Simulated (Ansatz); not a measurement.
# How Y(0001) screens a field

Wanted: the response of a Y(0001) slab to a perpendicular field.

Main program and level: Ansatz 0.2.0; plane-wave DFT, r2SCAN, Ansatz PAW.

### Step 1. The structure

The cell holds 7 atoms: 7 Y. Cell: a = 3.650 Å, b = 3.650 Å, c = 35.202 Å, α = 90.0°, β = 90.0°, γ = 60.0°. Vacuum lies along c.

Coordinates:

```cif
data_structure
_symmetry_space_group_name_H-M 'P 1'
_symmetry_Int_Tables_number 1
_cell_length_a 3.6500
_cell_length_b 3.6500
_cell_length_c 35.2024
_cell_angle_alpha 90.000
_cell_angle_beta 90.000
_cell_angle_gamma 60.000
_cell_volume 406.15
loop_
_atom_site_label
_atom_site_type_symbol
_atom_site_fract_x
_atom_site_fract_y
_atom_site_fract_z
_atom_site_occupancy
Y1 Y 0.00000 0.00000 0.25566 1
Y2 Y 0.66667 0.66667 0.33711 1
Y3 Y 0.00000 0.00000 0.41855 1
Y4 Y 0.66667 0.66667 0.50000 1
Y5 Y 0.00000 0.00000 0.58145 1
Y6 Y 0.66667 0.66667 0.66289 1
Y7 Y 0.00000 0.00000 0.74434 1
```

### Step 2. Single point, field 0

A sawtooth potential applies the field, turning back in the middle of the vacuum. With the dipole correction the typed value is the field outside the slab. The induced dipole is small, so the SCF threshold is tight.

Input file input.yaml:

```yaml
crystal:
  lattice:
    - [3.65, 0.0, 0.0]
    - [1.825, 3.1609927238, 0.0]
    - [0.0, 0.0, 35.20245]
  atoms:
    - { symbol: "Y", position: [0.0, 0.0, 0.2556640234] }
    - { symbol: "Y", position: [0.6666666667, 0.6666666667, 0.3371093489] }
    - { symbol: "Y", position: [0.0, 0.0, 0.4185546745] }
    - { symbol: "Y", position: [0.6666666667, 0.6666666667, 0.5] }
    - { symbol: "Y", position: [0.0, 0.0, 0.5814453255] }
    - { symbol: "Y", position: [0.6666666667, 0.6666666667, 0.6628906511] }
    - { symbol: "Y", position: [0.0, 0.0, 0.7443359766] }
kpoints:
  mp_grid: { grid: [18, 18, 1] }
hamiltonian:
  xc: r2scan
scf:
  occupations: { method: fermi_dirac, width: 0.1 }
  convergence: { dr2_threshold: 1.0e-10 }
efield:
  axis: 3
  dipole_correction: true
  ramp_position: 0.97
  ramp_width: 0.06
  amplitude: 0
output:
  forces: true
  write_potential: true
  write_density: true
  volumetric_format: npy
```

Launch:

```sh
ansatz run input.yaml --threads 4 --pin off --max-ram 6144MiB --backend cpu --events-out ev --progress --plain --runs-dir out
```

Numbers of over 12 decimals in the logs are rounded to 6 here.

What it wrote:

```text
Engine: ansatz 0.2.0, x86_64-unknown-linux-gnu
Pseudopotentials: kind: paw
Pseudopotential: Y, paw, valence charge 11, recommended cutoff 500 eV (meta_gga), Y.paw.azcp
Functional definition: r2SCAN
  parameter k0 = 0.174
  parameter k1 = 0.065
  parameter a1 = 4.9479
  exchange = r2scan_x(k0 = k0, k1 = k1, a1 = a1)
  correlation = r2scan_c
Crystal: 7 atoms, lattice volume = 406.153 Å³
Basis set: ecut = 500 eV, 10413 PW (Γ), exchange–correlation on 108×108×1080 points (64 copies of the dense FFT grid, shifted against one another)
Bands: 47, of which v1, the nominal top of the filled ones, is band 39 counted from 1 (38 counted from 0)
Symmetry: 6 space group operations
k-points: 37 of 324 (time reversal used)
Non-local potential: Y, projectors of the file, l = 0: 3, l = 1: 2, l = 2: 2, l = 3: 1
PAW form: soft (Blöchl's): semilocal exchange-correlation on the pseudo side does not see the compensation charge
PAW frozen core: Y, regenerated for the run's functional (the file was generated under x = pbe(κ = 0.804, μ = 0.219515), c = pbe(β = 0.066725))
PAW one-centre angular grid: Y, 590 points (default); XC on 160 Gauss nodes
Initial density: superposition of atomic densities (neutral atoms: chi_scale 0, normalization atom), corrected by the library's trained network
Initial wavefunctions: pseudopotential atomic-orbital guess
Functional: x = r2scan, c = r2scan; τ floored in thin density (d = 2e-4 eV/Å³)
SCF iter   1: F=—  HF=-27016.424554 eV  |F-HF|=—  |Δ(HF+E_count)|=         —  Δρ=4.04e-3  dr2=2.03e-1  dr2_τ=1.29e-2  ethr=1.77e-3  p=0.000 e·Å  D=3.83e-14 V/Å  ΔV_dip=-0.00 eV  dr2_dipole=9.44e-6  V_vac-E_F(+/−)=2.92/2.92 eV  ⟨swp⟩=7.5  Hψ=16035  notcnv=0
efield: sawtooth ramp at fractional position 0.9700 (set: `efield.ramp_position`, or a place that a band, a saddle search or an elastic batch's reference lends), width 0.0600; the density the first Hamiltonian is built on has a dipole p = 0.000 e·Å; the dipole correction subtracts the counter field D = 3.83e-14 V/Å, which shifts the + side's vacuum level by -0.00 eV against the − side's; the planar-averaged density in the ramp window peaks in size at 4.2e-5 e/Å³
automatic band count: the SCF goes on with 55 bands, as 47 were too few: the levels above may hold too much charge
preconditioner: auto → LDOS  [metal: Δε(μ)=0.005 eV  Ē_g=2.836 eV  σ=0.100 eV  W_gap=0.01  n_scr=64 (ndim 8)  ℏωp=8.4 eV  f_vac=0.381  D(μ)=14.93/eV (n_scr^D=142)  β→1.0]
SCF iter   2: F=—  HF=-27016.587986 eV  |F-HF|=—  |Δ(HF+E_count)|=   1.63e-1  Δρ=1.53e-3  dr2=4.21e-2  dr2_τ=2.37e-3  ethr=2.64e-4  p=0.000 e·Å  D=1.12e-5 V/Å  ΔV_dip=-0.00 eV  dr2_dipole=9.31e-6  V_vac-E_F(+/−)=3.19/3.19 eV  ⟨swp⟩=2.4  Hψ=4107  notcnv=0
SCF iter   3: F=—  HF=-27016.592857 eV  |F-HF|=—  |Δ(HF+E_count)|=   4.87e-3  Δρ=5.97e-4  dr2=1.07e-2  dr2_τ=1.86e-4  ethr=5.46e-5  p=-0.000 e·Å  D=-1.49e-5 V/Å  ΔV_dip=0.00 eV  dr2_dipole=1.64e-8  V_vac-E_F(+/−)=3.27/3.27 eV  ⟨swp⟩=2.0  Hψ=3202  notcnv=0
SCF iter   4: F=—  HF=-27016.592674 eV  |F-HF|=—  |Δ(HF+E_count)|=   1.82e-4  Δρ=3.15e-4  dr2=1.08e-3  dr2_τ=4.63e-5  ethr=1.39e-5  p=-0.000 e·Å  D=-1.01e-5 V/Å  ΔV_dip=0.00 eV  dr2_dipole=5.39e-7  V_vac-E_F(+/−)=3.37/3.37 eV  ⟨swp⟩=2.0  Hψ=3128  notcnv=0
SCF iter   5: F=—  HF=-27016.592690 eV  |F-HF|=—  |Δ(HF+E_count)|=   1.58e-5  Δρ=8.32e-5  dr2=1.55e-4  dr2_τ=2.40e-6  ethr=1.40e-6  p=-0.000 e·Å  D=-5.47e-6 V/Å  ΔV_dip=0.00 eV  dr2_dipole=1.25e-10  V_vac-E_F(+/−)=3.38/3.38 eV  ⟨swp⟩=2.0  Hψ=3200  notcnv=0
SCF iter   6: F=—  HF=-27016.592772 eV  |F-HF|=—  |Δ(HF+E_count)|=   8.17e-5  Δρ=5.05e-5  dr2=3.98e-5  dr2_τ=1.76e-6  ethr=2.02e-7  p=-0.000 e·Å  D=-4.03e-6 V/Å  ΔV_dip=0.00 eV  dr2_dipole=1.71e-8  V_vac-E_F(+/−)=3.41/3.41 eV  ⟨swp⟩=3.0  Hψ=3556  notcnv=0
SCF iter   7: F=—  HF=-27016.592786 eV  |F-HF|=—  |Δ(HF+E_count)|=   1.44e-5  Δρ=2.11e-5  dr2=4.51e-6  dr2_τ=2.95e-7  ethr=5.17e-8  p=-0.000 e·Å  D=-1.13e-6 V/Å  ΔV_dip=0.00 eV  dr2_dipole=6.13e-9  V_vac-E_F(+/−)=3.42/3.42 eV  ⟨swp⟩=2.9  Hψ=3577  notcnv=0
SCF iter   8: F=—  HF=-27016.592885 eV  |F-HF|=—  |Δ(HF+E_count)|=   9.93e-5  Δρ=8.00e-6  dr2=1.06e-6  dr2_τ=4.79e-8  ethr=5.86e-9  p=-0.000 e·Å  D=-6.31e-7 V/Å  ΔV_dip=0.00 eV  dr2_dipole=3.55e-10  V_vac-E_F(+/−)=3.43/3.43 eV  ⟨swp⟩=2.0  Hψ=3011  notcnv=0
SCF iter   9: F=—  HF=-27016.592885 eV  |F-HF|=—  |Δ(HF+E_count)|=   1.08e-7  Δρ=2.61e-6  dr2=2.64e-7  dr2_τ=1.66e-9  ethr=1.37e-9  p=-0.000 e·Å  D=-3.03e-7 V/Å  ΔV_dip=0.00 eV  dr2_dipole=6.96e-13  V_vac-E_F(+/−)=3.43/3.43 eV  ⟨swp⟩=2.1  Hψ=2553  notcnv=0
SCF iter  10: F=—  HF=-27016.592886 eV  |F-HF|=—  |Δ(HF+E_count)|=   1.66e-8  Δρ=9.59e-7  dr2=1.18e-8  dr2_τ=3.35e-10  ethr=3.42e-10  p=-0.000 e·Å  D=-1.34e-7 V/Å  ΔV_dip=0.00 eV  dr2_dipole=2.48e-12  V_vac-E_F(+/−)=3.43/3.43 eV  ⟨swp⟩=1.4  Hψ=2067  notcnv=0
SCF iter  11: F=—  HF=-27016.592886 eV  |F-HF|=—  |Δ(HF+E_count)|=   2.87e-9  Δρ=3.63e-7  dr2=1.43e-9  dr2_τ=2.95e-11  ethr=1.54e-11  p=-0.000 e·Å  D=-7.91e-8 V/Å  ΔV_dip=0.00 eV  dr2_dipole=7.09e-13  V_vac-E_F(+/−)=3.43/3.43 eV  ⟨swp⟩=2.1  Hψ=2602  notcnv=0
SCF iter  12: F=—  HF=-27016.592886 eV  |F-HF|=—  |Δ(HF+E_count)|=  2.98e-10  Δρ=1.21e-7  dr2=1.50e-10  dr2_τ=2.35e-12  ethr=1.86e-12  p=-0.000 e·Å  D=-4.62e-8 V/Å  ΔV_dip=0.00 eV  dr2_dipole=7.87e-13  V_vac-E_F(+/−)=3.43/3.43 eV  ⟨swp⟩=2.5  Hψ=3033  notcnv=0
SCF iter  13: F=-27016.592886 eV  HF=-27016.592886 eV  |F-HF|=6.18e-11  |Δ(HF+E_count)|=  6.04e-10  Δρ=4.19e-8  dr2=3.85e-11  dr2_τ=7.50e-13  ethr=1.00e-12  p=-0.000 e·Å  D=-1.18e-8 V/Å  ΔV_dip=0.00 eV  dr2_dipole=4.19e-13  V_vac-E_F(+/−)=3.43/3.43 eV  ⟨swp⟩=9.4  Hψ=9984  notcnv=0
SCF 1 converged in 13 iterations: F = -27016.592886 eV  dr2 = 3.85e-11
  greatest PAW one-centre occupation: 0.996 electrons in one spin orbital (limit 2), on the Y atom at site 3 (counted from 0), in its partial waves of l = 0
WARN: The output density's exchange-correlation potential varies sharply where the density is thin. Do not read a vacuum level from v_tot or v_xc, or from such a field of the output density. On a cell that repeats whose density bears no net charge and no dipole along the vacuum's axis use v_es (v_loc + v_h of the components); under efield.dipole_correction with no amplitude use v_es + v_field, which holds any externa [...]
SCF converged after 13 iterations
Free energy (F): -27016.592886 eV
Harris-Foulkes:  -27016.592886 eV  (|F-HF|=6.18e-11)
Internal energy: -27016.126023 eV  (E = F + TS)
E sigma→0 (E₀):  -27016.359454 eV
Entropy (-TS):   -0.466863 eV (-66.695 meV/atom)
Fermi energy:    3.945371 eV
Dipole field:    D = -0.000001 V/Å  (p = -0.000001 e·Å, saw-weighted, corrected)
Work function:   Φ+ = 3.4276 eV   Φ− = 3.4276 eV
Levels:          The Fermi level and band energies are counted from a zero that moves with the ramp; work functions are not
--- Per-component energies (eV) ---
  E_band       = -1335.109566
  E_kinetic    = 2124.255247
  E_local      = -55667.908149  (includes V_loc(G=0)·N_el)
  E_nonlocal   = 349.239589
  E_hartree    = 26833.018468
  E_xc         = -1168.629150
  E_vxc        = -1544.422594  (∫ρ·V_xc dr)
  E_paw        = -19891.492148  (= ΣΔE_a)
  E_vpaw       = -347.187584  (= ΣTr[D̂ρ^β])
  E_aug_tail   = 0.000022  (compensation charges beyond the density's cutoff)
  E_vtau       = 84.878077  (kinetic-family band-sum trace: ∫τ·v_τ [+ j·A + Jᵃ·Aᵃ] dr)
  E_efield     = 0.000000  (sawtooth field / dipole correction)
  E_vefield    = 0.000000  (∫n·V_field dr)
  E_ewald      = 20406.467772
  E_core_change = -1.077674  (= ΣΔE_core)
  E_smearing   = -0.466863  (= −TS)
  E_closure    = -0.000000  (closes the sum)
  Σ components = -27016.592886   (vs F -27016.592886, Δ=0.00e0)
--- Forces (eV/Å), atoms counted from 1 ---
  atom   1  Y     -0.00000000    -0.00000000     0.09930759
  atom   2  Y      0.00000000     0.00000000    -0.13816032
  atom   3  Y     -0.00000000    -0.00000000     0.03254362
  atom   4  Y     -0.00000000     0.00000000    -0.00000014
  atom   5  Y      0.00000000    -0.00000000    -0.03254337
  atom   6  Y      0.00000000     0.00000000     0.13815997
  atom   7  Y      0.00000000    -0.00000000    -0.09930776
  max |Σ_I F_I| component: 4.03e-7 eV/Å
--- Band table (eV; the first three rows and the last of 37) ---
  k-point 0: bands = [... 35 lower, 4.1085, 4.1139, 4.6307, 4.6322, 4.8752, 5.3079, 5.7066, 5.7066, ... 12 higher]
  k-point 1: bands = [... 35 lower, 4.1120, 4.1184, 4.5688, 4.5760, 4.8409, 5.2874, 5.5957, 5.6117, ... 12 higher]
  k-point 2: bands = [... 35 lower, 4.1075, 4.1142, 4.3975, 4.4364, 4.7537, 5.2264, 5.3304, 5.3383, ... 12 higher]
  k-point 36: bands = [... 35 lower, 3.4867, 3.4931, 3.4981, 3.5136, 3.8812, 3.9629, 4.2221, 4.3616, ... 12 higher]
```

Elapsed: 50 s, on 4 threads of Intel Xeon Platinum 8259CL at 2.50GHz (Skylake/Cascade Lake), shared host; peak memory 1.9 GiB.

Numbers from this step:

- energy at zero smearing: -27016.3595 eV
- work function, upper face: 3.428 eV
- dipole along the normal: -1.40e-6 e·Å

Running mean over 2.867 Å of the planar mean; the ramp of the sawtooth is left out. The electron's electrostatic potential energy less the Fermi level by z:

z (Å), electron's electrostatic potential energy less the Fermi level (eV) and a bar from the least value:
```
        4       3.42 ##############################
        5       3.38 ##############################
        6       3.06 #############################
        7       1.13 #######################
        8      -4.15 ######
        9      -5.91 
       10      -5.62 #
       11      -5.47 #
       12      -5.50 #
       13      -5.55 #
       14      -5.58 #
       15      -5.58 #
       16      -5.57 #
       17      -5.57 #
       18      -5.57 #
       19      -5.57 #
       20      -5.58 #
       21      -5.58 #
       22      -5.56 #
       23      -5.52 #
       24      -5.47 #
       25      -5.57 #
       26      -5.88 
       27      -4.94 ###
       28       0.19 ####################
       29       2.89 ############################
       30       3.35 ##############################
       31       3.42 ##############################
```

Force by atom:

```csv
atom,x (eV/Å),y (eV/Å),z (eV/Å),size
Y1,0.000,0.000,0.099,0.099
Y2,0.000,0.000,-0.138,0.138
Y3,0.000,0.000,0.033,0.033
Y4,0.000,0.000,0.000,0.000
Y5,0.000,0.000,-0.033,0.033
Y6,0.000,0.000,0.138,0.138
Y7,0.000,0.000,-0.099,0.099
```

The work function of the upper face is 3.43 eV.

### Step 3. Atoms held, field 0.05 V/Å

input.yaml, as its differences from that of step 2:

```diff
@@ -25,3 +25,3 @@
   ramp_width: 0.06
-  amplitude: 0
+  amplitude: 0.05
 output:
```

What it wrote:

```text
[...]
Crystal: 7 atoms, lattice volume = 406.153 Å³
Basis set: ecut = 500 eV, 10413 PW (Γ), exchange–correlation on 108×108×1080 points (64 copies of the dense FFT grid, shifted against one another)
Bands: 47, of which v1, the nominal top of the filled ones, is band 39 counted from 1 (38 counted from 0)
Symmetry: 6 space group operations
k-points: 37 of 324 (time reversal used)
[...]
k-point 0: bands = [... 35 lower, 4.0972, 4.1245, 4.6301, 4.6319, 4.8748, 5.3075, 5.7061, 5.7061, ... 12 higher]
  k-point 1: bands = [... 35 lower, 4.1019, 4.1278, 4.5684, 4.5757, 4.8405, 5.2870, 5.5952, 5.6114, ... 12 higher]
  k-point 2: bands = [... 35 lower, 4.0999, 4.1210, 4.3971, 4.4360, 4.7534, 5.2260, 5.3298, 5.3380, ... 12 higher]
  k-point 36: bands = [... 35 lower, 3.4863, 3.4927, 3.4977, 3.5132, 3.8808, 3.9625, 4.2217, 4.3612, ... 12 higher]
[key lines of the parts left out:]
SCF converged after 13 iterations
Free energy (F): -27016.594707 eV
Fermi energy:    3.944972 eV
Dipole field:    D = 0.032462 V/Å  (p = 0.072862 e·Å, saw-weighted, corrected)
```

Wall time 48 s (4 threads); peak memory 1.9 GiB.

The dipole is 0.0729 e·Å.

### Step 4. Single point, field -0.05 V/Å

input.yaml, as its differences from that of step 3:

```diff
@@ -25,3 +25,3 @@
   ramp_width: 0.06
-  amplitude: 0.05
+  amplitude: -0.05
 output:
```

What it wrote:

```text
[...]
Crystal: 7 atoms, lattice volume = 406.153 Å³
Basis set: ecut = 500 eV, 10413 PW (Γ), exchange–correlation on 108×108×1080 points (64 copies of the dense FFT grid, shifted against one another)
Bands: 47, of which v1, the nominal top of the filled ones, is band 39 counted from 1 (38 counted from 0)
Symmetry: 6 space group operations
k-points: 37 of 324 (time reversal used)
[...]
k-point 0: bands = [... 35 lower, 4.0972, 4.1245, 4.6301, 4.6319, 4.8748, 5.3075, 5.7061, 5.7061, ... 12 higher]
  k-point 1: bands = [... 35 lower, 4.1019, 4.1278, 4.5684, 4.5757, 4.8405, 5.2870, 5.5952, 5.6114, ... 12 higher]
  k-point 2: bands = [... 35 lower, 4.0999, 4.1210, 4.3971, 4.4360, 4.7534, 5.2260, 5.3298, 5.3380, ... 12 higher]
  k-point 36: bands = [... 35 lower, 3.4863, 3.4927, 3.4977, 3.5132, 3.8808, 3.9625, 4.2217, 4.3612, ... 12 higher]
[key lines of the parts left out:]
SCF converged after 14 iterations
Free energy (F): -27016.594707 eV
Fermi energy:    3.944972 eV
Dipole field:    D = -0.032453 V/Å  (p = -0.072843 e·Å, saw-weighted, corrected)
```

It took 49 s on 4 threads; peak memory 2 GiB.

The dipole is -0.0728 e·Å.

### Step 5. Single point, field 0.1 V/Å

input.yaml, as its differences from that of step 4:

```diff
@@ -25,3 +25,3 @@
   ramp_width: 0.06
-  amplitude: -0.05
+  amplitude: 0.1
 output:
```

What it wrote:

```text
[...]
Crystal: 7 atoms, lattice volume = 406.153 Å³
Basis set: ecut = 500 eV, 10413 PW (Γ), exchange–correlation on 108×108×1080 points (64 copies of the dense FFT grid, shifted against one another)
Bands: 47, of which v1, the nominal top of the filled ones, is band 39 counted from 1 (38 counted from 0)
Symmetry: 6 space group operations
k-points: 37 of 324 (time reversal used)
[...]
k-point 0: bands = [... 35 lower, 4.0829, 4.1367, 4.6285, 4.6312, 4.8736, 5.3063, 5.7047, 5.7047, ... 12 higher]
  k-point 1: bands = [... 35 lower, 4.0884, 4.1392, 4.5670, 4.5746, 4.8393, 5.2858, 5.5937, 5.6104, ... 12 higher]
  k-point 2: bands = [... 35 lower, 4.0890, 4.1296, 4.3959, 4.4349, 4.7522, 5.2248, 5.3282, 5.3372, ... 12 higher]
  k-point 36: bands = [... 35 lower, 3.4851, 3.4915, 3.4965, 3.5120, 3.8797, 3.9613, 4.2205, 4.3601, ... 12 higher]
[key lines of the parts left out:]
SCF converged after 18 iterations
Free energy (F): -27016.600171 eV
Fermi energy:    3.943776 eV
Dipole field:    D = 0.064918 V/Å  (p = 0.145712 e·Å, saw-weighted, corrected)
```

The job ended after 60 s (4 threads; peak memory 1.9 GiB; 3.9 min of CPU time).

The dipole is 0.146 e·Å.

### Step 6. Atoms held, field -0.1 V/Å

input.yaml, as its differences from that of step 5:

```diff
@@ -25,3 +25,3 @@
   ramp_width: 0.06
-  amplitude: 0.1
+  amplitude: -0.1
 output:
```

What it wrote:

```text
[...]
Crystal: 7 atoms, lattice volume = 406.153 Å³
Basis set: ecut = 500 eV, 10413 PW (Γ), exchange–correlation on 108×108×1080 points (64 copies of the dense FFT grid, shifted against one another)
Bands: 47, of which v1, the nominal top of the filled ones, is band 39 counted from 1 (38 counted from 0)
Symmetry: 6 space group operations
k-points: 37 of 324 (time reversal used)
[...]
k-point 0: bands = [... 35 lower, 4.0829, 4.1367, 4.6285, 4.6312, 4.8736, 5.3063, 5.7047, 5.7047, ... 12 higher]
  k-point 1: bands = [... 35 lower, 4.0884, 4.1392, 4.5670, 4.5746, 4.8393, 5.2858, 5.5937, 5.6104, ... 12 higher]
  k-point 2: bands = [... 35 lower, 4.0890, 4.1296, 4.3959, 4.4349, 4.7522, 5.2248, 5.3282, 5.3372, ... 12 higher]
  k-point 36: bands = [... 35 lower, 3.4851, 3.4915, 3.4965, 3.5120, 3.8797, 3.9613, 4.2205, 4.3601, ... 12 higher]
[key lines of the parts left out:]
SCF converged after 18 iterations
Free energy (F): -27016.600171 eV
Fermi energy:    3.943775 eV
Dipole field:    D = -0.064923 V/Å  (p = -0.145723 e·Å, saw-weighted, corrected)
```

It took 63 s on 4 threads; peak memory 1.9 GiB; 4.1 min of CPU time.

The dipole is -0.146 e·Å.

### Step 7. Atoms held, field 0.2 V/Å

input.yaml, as its differences from that of step 6:

```diff
@@ -25,3 +25,3 @@
   ramp_width: 0.06
-  amplitude: -0.1
+  amplitude: 0.2
 output:
```

What it wrote:

```text
[...]
Crystal: 7 atoms, lattice volume = 406.153 Å³
Basis set: ecut = 500 eV, 10413 PW (Γ), exchange–correlation on 108×108×1080 points (64 copies of the dense FFT grid, shifted against one another)
Bands: 47, of which v1, the nominal top of the filled ones, is band 39 counted from 1 (38 counted from 0)
Symmetry: 6 space group operations
k-points: 37 of 324 (time reversal used)
[...]
k-point 0: bands = [... 35 lower, 4.0519, 4.1591, 4.6227, 4.6274, 4.8688, 5.3014, 5.6991, 5.6991, ... 12 higher]
  k-point 1: bands = [... 35 lower, 4.0590, 4.1599, 4.5618, 4.5703, 4.8345, 5.2809, 5.5879, 5.6065, ... 12 higher]
  k-point 2: bands = [... 35 lower, 4.0647, 4.1450, 4.3910, 4.4305, 4.7475, 5.2199, 5.3221, 5.3335, ... 12 higher]
  k-point 36: bands = [... 35 lower, 3.4803, 3.4868, 3.4917, 3.5073, 3.8749, 3.9567, 4.2157, 4.3556, ... 12 higher]
[key lines of the parts left out:]
SCF converged after 17 iterations
Free energy (F): -27016.622032 eV
Fermi energy:    3.938983 eV
Dipole field:    D = 0.129890 V/Å  (p = 0.291544 e·Å, saw-weighted, corrected)
```

Run time: 61 s. Hardware: 4 threads; peak memory 1.9 GiB.

The dipole is 0.292 e·Å.

### Step 8. Atoms held, field -0.2 V/Å

input.yaml, as its differences from that of step 7:

```diff
@@ -25,3 +25,3 @@
   ramp_width: 0.06
-  amplitude: 0.2
+  amplitude: -0.2
 output:
```

What it wrote:

```text
[...]
Crystal: 7 atoms, lattice volume = 406.153 Å³
Basis set: ecut = 500 eV, 10413 PW (Γ), exchange–correlation on 108×108×1080 points (64 copies of the dense FFT grid, shifted against one another)
Bands: 47, of which v1, the nominal top of the filled ones, is band 39 counted from 1 (38 counted from 0)
Symmetry: 6 space group operations
k-points: 37 of 324 (time reversal used)
[...]
k-point 0: bands = [... 35 lower, 4.0519, 4.1591, 4.6227, 4.6274, 4.8688, 5.3014, 5.6991, 5.6991, ... 12 higher]
  k-point 1: bands = [... 35 lower, 4.0590, 4.1599, 4.5618, 4.5703, 4.8345, 5.2809, 5.5879, 5.6065, ... 12 higher]
  k-point 2: bands = [... 35 lower, 4.0647, 4.1450, 4.3910, 4.4305, 4.7475, 5.2199, 5.3221, 5.3335, ... 12 higher]
  k-point 36: bands = [... 35 lower, 3.4803, 3.4868, 3.4917, 3.5073, 3.8749, 3.9567, 4.2157, 4.3556, ... 12 higher]
[key lines of the parts left out:]
SCF converged after 17 iterations
Free energy (F): -27016.622032 eV
Fermi energy:    3.938984 eV
Dipole field:    D = -0.129889 V/Å  (p = -0.291542 e·Å, saw-weighted, corrected)
```

Elapsed: 64 s, on 4 threads; peak memory 1.9 GiB.

The dipole is -0.292 e·Å.

[end of part 1 of 2]

[Logs are printed without paths, hosts, clocks, repeated set-up lines and the standing remarks that a program may print on its own settings, such as how far it seeks lower states.]

[Hosts, paths, dates, database ids (printed as entryN), source tags and the programs' standing remarks are cut or masked in the printed files.]

[Maps of the electrostatic potential energy from Ansatz leave out the sawtooth potential of an applied field or a dipole correction, so their vacuum need not be flat; planar profiles and work functions include it.]
